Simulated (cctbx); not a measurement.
**Lattice, Laue class and space group of a new crystal**

Cell: a = 5.8830 Å, b = 8.1200 Å, c = 13.0940 Å, α = 90.00°, β = 90.00°, γ = 90.00°. Expected content of the cell: Sn4 Rh8 Y12 Si4.

The data are simulated with cctbx, not measured: Ga Kα, λ = 1.3414 Å, to d = 0.83 Å, 80 % of the full sphere, strongest reflection 5000 counts, noise from counting, a 6 % proportional error and a noise floor of 2 counts (s.d.); no absorption, some extinction.

A first pass over the reflections prints:

```text
3657 reflections to d = 0.831 A
centring   violations  <I/sigma> of those
    A       1011 of  1820      5.5
    B       1043 of  1819      5.8
    C       1046 of  1861      5.6
    I       1104 of  1881      5.8
    R       1383 of  2412      5.8
    F       1550 of  2750      5.6
Laue class    unique    Rint  (classes that these axes allow; Friedel mates merged)
P -1             2187   0.052
P 1 2/m 1        1227   0.059
P 1 1 2/m        1195   0.058
P 2/m 1 1        1257   0.058
P m m m           709   0.063
space group    extra absences  I>4sigma  <I/sigma>
P 2 2 2                 0          0         -  acentric
P 2 2 21               13          0       0.0  acentric
P 2 21 2                9          0      -0.3  acentric
P 2 21 21              22          0      -0.1  acentric
P m m 2                 0          0         -  acentric
P 2 m m                 0          0         -  acentric
P m 2 m                 0          0         -  acentric
P m c 21              145          0      -0.0  acentric
P b 21 m              194          0      -0.1  acentric
P b m 2               194          0      -0.1  acentric
P 2 c m               145          0      -0.0  acentric
P b c 21              339          0      -0.1  acentric
P m m m                 0          0         -  centric
P b m m               194          0      -0.1  centric
P m c m               145          0      -0.0  centric
P b c m               339          0      -0.1  centric
Wilson B = 1.64 A^2   <|E^2-1|> = 0.991 (0.968 centric, 0.736 acentric)   E^2>4: 4.2 %
shell (A)         n   <I/sigma>
13.10 - 1.66    104     13.6
 1.66 - 1.32     95     13.9
 1.32 - 1.15     88     13.2
 1.15 - 1.05     87     13.1
 1.05 - 0.97     81      9.8
 0.97 - 0.91     85     11.2
 0.91 - 0.87     87      8.2
 0.87 - 0.83     82     10.8
```

Q: Read the symmetry from these tables.

Every centring test has many violations, so the lattice is primitive.

Rint stays low (0.052 to 0.063) up to P m m m, the highest class in these axes.

16 settings pass the absence test. The most absences obeyed, 339, belong to P b c 21 and P b c m, which absences can't tell apart.

⟨|E²−1|⟩ = 0.991 leans to a centrosymmetric structure. The Wilson B of 1.64 Å² means U ≈ 0.0208 Å².

The true group is Pbcm (no. 57), Laue class mmm, centrosymmetric. The tables only narrow the choice to the tied entries; cell content, site symmetry and trial solutions must settle it.

The model is made up (kin elements in a known structure type, no relaxation), so it says nothing on whether the phase exists.

[Logs are printed without paths, hosts, clocks, repeated set-up lines and the standing remarks that a program may print on its own settings, such as how far it seeks lower states.]
